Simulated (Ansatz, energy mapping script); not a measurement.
# ScNiO2 in the infinite layer structure: exchange couplings from total energies

Wanted: the magnetic order of ScNiO2 in the infinite layer structure, its couplings and an estimate of its ordering temperature, by PBE+U (-3 eV).

Main program and level: Ansatz 0.2.0; PBE with U = -3 eV on Ni d, ortho-atomic projectors; plane waves, U on orthogonalised atomic orbitals unless named otherwise, collinear spin, no spin–orbit coupling.

Report form: the programs' logs are mostly left out.

## Step 1: Set-up

Symmetry: P4/mmm, No. 123, tetragonal system. Conventional cell: a = 3.831 Å, b = 3.831 Å, c = 2.882 Å, α = 90.00°, β = 90.00°, γ = 90.00°. Nearest to Sc lie 8 O at 2.40 Å. Ni has 4 O at 1.92 Å nearest. O has 2 Ni at 1.92 Å and 4 Sc at 2.40 Å nearest. infinite layer prototype, lattice guessed from radii. Farther neighbours and most contacts between anions are not listed.

This cell was built for the study (infinite layer prototype, lattice guessed from radii), not taken from an experiment; the compound need not form in this structure.

The cell was relaxed beforehand in Ansatz under PBE with U = 6 eV on Ni d, ortho-atomic projectors, from parallel moments.

A negative U is typed here on purpose; it favours fractional filling, the reverse of what U is for.

## Step 2: Order 1: parallel, cell A of 8 atoms

Each cell gets its own parallel run on the same mesh, so that most of the mesh error cancels in the differences.

input.yaml reads:

```yaml
crystal:
  lattice:
    - [3.830613561, 0.0, 0.0]
    - [0.0, 3.830613561, 0.0]
    - [0.0, 0.0, 5.764666698]
  atoms:
    - { symbol: Sc, position: [0.5, 0.5, 0.25] }
    - { symbol: Sc, position: [0.5, 0.5, 0.75] }
    - { symbol: Ni, position: [0.0, 0.0, 0.0], spin: 2.0 }
    - { symbol: Ni, position: [0.0, 0.0, 0.5], spin: 2.0 }
    - { symbol: O, position: [0.5, 0.0, 0.0] }
    - { symbol: O, position: [0.5, 0.0, 0.5] }
    - { symbol: O, position: [0.0, 0.5, 0.0] }
    - { symbol: O, position: [0.0, 0.5, 0.5] }
magnetization:
  spin_polarized: true
kpoints:
  mp_grid: { grid: [10, 10, 6] }
hamiltonian:
  xc: pbe
  hubbard:
    sites: [{ species: Ni, l: d, u_eff: -3.0 }]
    projectors: ortho-atomic
scf:
  occupations: { method: fermi_dirac, width: 0.05 }
  max_iter: 50
output:
  eigenvalues: true
```

On the command line:

```console
ansatz run input.yaml --threads 4 --pin off --max-ram 8192MiB --backend cpu --events-out ev --progress --plain --runs-dir out
```

It took 23 s on 4 threads of Arm Neoverse V2, shared host; peak memory 0.95 GiB; 88 s of CPU time.

The run ends non-magnetic, not as typed: a moment turned or collapsed in the SCF or in the program's search for a lower state.

## Step 3: Parallel start in cell B (8 atoms)

The parallel order again, as the reference for this cell.

This run holds the same structure in another cell (a 3.831 → 2.882 Å, c 5.765 → 7.661 Å).

input.yaml, the sections that differ from step 2:

```yaml
crystal:
  lattice:
    - [0.0, 0.0, 2.882333349]
    - [3.830613561, 0.0, 0.0]
    - [0.0, 7.661227122, 0.0]
  atoms:
    - { symbol: Sc, position: [0.5, 0.5, 0.25] }
    - { symbol: Sc, position: [0.5, 0.5, 0.75] }
    - { symbol: Ni, position: [0.0, 0.0, 0.0], spin: 2.0 }
    - { symbol: Ni, position: [0.0, 0.0, 0.5], spin: 2.0 }
    - { symbol: O, position: [0.0, 0.5, 0.0] }
    - { symbol: O, position: [0.0, 0.5, 0.5] }
    - { symbol: O, position: [0.0, 0.0, 0.25] }
    - { symbol: O, position: [0.0, 0.0, 0.75] }
kpoints:
  mp_grid: { grid: [12, 10, 5] }
# magnetization, hamiltonian, scf, output: as in step 2
```

The job ended after 35 s (4 threads; peak memory 1.2 GiB).

The run ends non-magnetic, not as typed: a moment turned or collapsed in the SCF or in the program's search for a lower state.

## Step 4: Order 3: parallel, cell C of 8 atoms

This run holds the same structure in another cell (a 2.882 → 4.794 Å, b 3.831 → 4.794 Å, c 7.661 → 4.794 Å, α 90.0 → 106.1°, β 90.0 → 111.2°, γ 90.0 → 111.2°).

input.yaml, the sections that differ from step 3:

```yaml
crystal:
  lattice:
    - [3.830613561, 0.0, 2.882333349]
    - [0.0, -3.830613561, -2.882333349]
    - [0.0, 3.830613561, -2.882333349]
  atoms:
    - { symbol: Sc, position: [0.5, 0.25, 0.75] }
    - { symbol: Sc, position: [0.5, 0.75, 0.25] }
    - { symbol: Ni, position: [0.0, 0.5, 0.5], spin: 2.0 }
    - { symbol: Ni, position: [0.0, 0.0, 0.0], spin: 2.0 }
    - { symbol: O, position: [0.5, 0.75, 0.75] }
    - { symbol: O, position: [0.5, 0.25, 0.25] }
    - { symbol: O, position: [0.0, 0.25, 0.75] }
    - { symbol: O, position: [0.0, 0.75, 0.25] }
kpoints:
  mp_grid: { grid: [10, 10, 10] }
# magnetization, hamiltonian, scf, output: as in step 3
```

Run time: 29 s. Hardware: 4 threads; peak memory 1.1 GiB.

The run ends non-magnetic, not as typed: a moment turned or collapsed in the SCF or in the program's search for a lower state.

## Step 5: Run 4 (parallel; cell D, 8 atoms)

A new cell needs its own zero of energy.

This run holds the same structure in another cell (a 4.794 → 2.882 Å, b 4.794 → 5.417 Å, c 4.794 → 5.417 Å, α 106.1 → 90.0°, β 111.2 → 90.0°, γ 111.2 → 90.0°).

input.yaml, the sections that differ from step 4:

```yaml
crystal:
  lattice:
    - [0.0, 0.0, -2.882333349]
    - [3.830613561, 3.830613561, 0.0]
    - [3.830613561, -3.830613561, 0.0]
  atoms:
    - { symbol: Sc, position: [0.5, 0.5, 0.0] }
    - { symbol: Sc, position: [0.5, 0.0, 0.5] }
    - { symbol: Ni, position: [0.0, 0.0, 0.0], spin: 2.0 }
    - { symbol: Ni, position: [0.0, 0.5, 0.5], spin: 2.0 }
    - { symbol: O, position: [0.0, 0.25, 0.25] }
    - { symbol: O, position: [0.0, 0.75, 0.75] }
    - { symbol: O, position: [0.0, 0.25, 0.75] }
    - { symbol: O, position: [0.0, 0.75, 0.25] }
kpoints:
  mp_grid: { grid: [12, 7, 7] }
# magnetization, hamiltonian, scf, output: as in step 4
```

The job ended after 21 s (4 threads; peak memory 0.86 GiB; 80 s of CPU time).

The run ends non-magnetic, not as typed: a moment turned or collapsed in the SCF or in the program's search for a lower state.

## Step 6: Order 5: parallel, cell E of 8 atoms

This run holds the same structure in another cell (a 2.882 → 3.831 Å, b 5.417 → 4.794 Å, c 5.417 → 4.794 Å, α 90.0 → 106.1°).

input.yaml, the sections that differ from step 5:

```yaml
crystal:
  lattice:
    - [3.830613561, 0.0, 0.0]
    - [0.0, 3.830613561, 2.882333349]
    - [0.0, -3.830613561, 2.882333349]
  atoms:
    - { symbol: Sc, position: [0.5, 0.5, 0.0] }
    - { symbol: Sc, position: [0.5, 0.0, 0.5] }
    - { symbol: Ni, position: [0.0, 0.0, 0.0], spin: 2.0 }
    - { symbol: Ni, position: [0.0, 0.5, 0.5], spin: 2.0 }
    - { symbol: O, position: [0.5, 0.0, 0.0] }
    - { symbol: O, position: [0.5, 0.5, 0.5] }
    - { symbol: O, position: [0.0, 0.25, 0.75] }
    - { symbol: O, position: [0.0, 0.75, 0.25] }
kpoints:
  mp_grid: { grid: [10, 8, 8] }
# magnetization, hamiltonian, scf, output: as in step 5
```

Elapsed: 37 s, on 4 threads; peak memory 1.2 GiB; 2.4 min of CPU time.

The run ends non-magnetic, not as typed: a moment turned or collapsed in the SCF or in the program's search for a lower state.

## Step 7: The fit

Each energy difference is a sum of couplings weighted by the pairs that the order reverses. A few near shells are fitted to the differences by least squares. Energies are those extrapolated to zero occupation width, not the free energies F.

Energies from the parallel order of the same cell:

```csv
order,atoms,energy (meV a magnetic atom),moments (μB),moments kept as typed
parallel in cell A (typed; ended non-magnetic),8,-,0.00,no
parallel in cell B (typed; ended non-magnetic),8,-,0.00,no
parallel in cell C (typed; ended non-magnetic),8,-,0.00,no
parallel in cell D (typed; ended non-magnetic),8,-,0.00,no
parallel in cell E (typed; ended non-magnetic),8,-,0.00,no
```

No pair of orders in one cell converged with its signs kept, so no coupling can be fitted.

## Step 8: Results

```json
{"couplings": "not obtained"}
```

Only parallel starts were run, since none kept its moments as typed; they end non-magnetic. The fault in the inputs: a negative U.

[Logs and program files are shortened in this print: banners, set-up blocks, solver, clock and traceback lines can be left out without a mark of their own.]

[Logs are printed without paths, hosts, clocks, repeated set-up lines and the standing remarks that a program may print on its own settings, such as how far it seeks lower states.]

[Hosts, paths, dates, database ids (printed as entryN), source tags and the programs' standing remarks are cut or masked in the printed files.]

[Where a cell is said to come from a database of computed structures, the database is the Materials Project.]
